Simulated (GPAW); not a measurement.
# Calculated records

## AsP (puckered monolayer): one start, several treatments of the self-energy

The cell holds 4 atoms: 2 P and 2 As. Its edges and angles: a = 4.319 Å, b = 3.487 Å, c = 13.100 Å, α = 90.0°, β = 90.0°, γ = 90.0°. Vacuum lies along c.

```xyz
4
Lattice="4.3187 0.0000 0.0000 0.0000 3.4867 0.0000 0.0000 0.0000 13.1000" Properties=species:S:1:pos:R:3
P     0.2370    0.0000    7.6189
As    1.8183    1.7434    7.7452
As    2.5004    1.7434    5.3548
P     4.0817    0.0000    5.4811
```

| Item | Value |
| --- | --- |
| method | DFT, LDA, plane waves, PAW (and 3 further levels or steps) |
| program | GPAW 26.7.0 |
| settings | cutoff 450 eV, GPAW PAW setups 1.2.1 data release, 6×8×1 k-mesh, nbands 218 |
| cost | 4 runs, 6.9 min in all on 8 MPI ranks of Arm Neoverse V1, shared host |
| notes | The structure was relaxed with LDA. Limits: no spin-orbit coupling. |
| one-shot HSE06 | 0.846 eV |
| G0W0, extrapolated in the cutoff | 1.050 eV |
| one-shot PBE0 | 1.442 eV |
| known limits | short of the basis limit; no spin-orbit coupling |

G0W0, extrapolated in the cutoff: +0.204 eV against one-shot HSE06. One-shot PBE0: +0.596 eV against one-shot HSE06.

[Long decimals in the printed logs are rounded to 6 places.]

[Logs are printed without paths, hosts, clocks, repeated set-up lines and the standing remarks that a program may print on its own settings, such as how far it seeks lower states.]

[Paths, hosts, dates, memory and timing lines, banners, echoed tables and standing remarks are left out of the program output; an Ansatz launch command may be rebuilt from the run's recorded settings. Measured values are a selection of at most five: reports struck by readers or far from the other reports are left out. None is set beside runs whose start may be inverted or whose files or cutoffs have a known fault.]

[Runs of the session that timed out or met a known fault of the program may be left out.]

[Hosts, paths, dates, database ids (printed as entryN), source tags and the programs' standing remarks are cut or masked in the printed files.]

[Where the starting crystal was built by hand or by swapping elements, it need not be the compound's stable phase.]
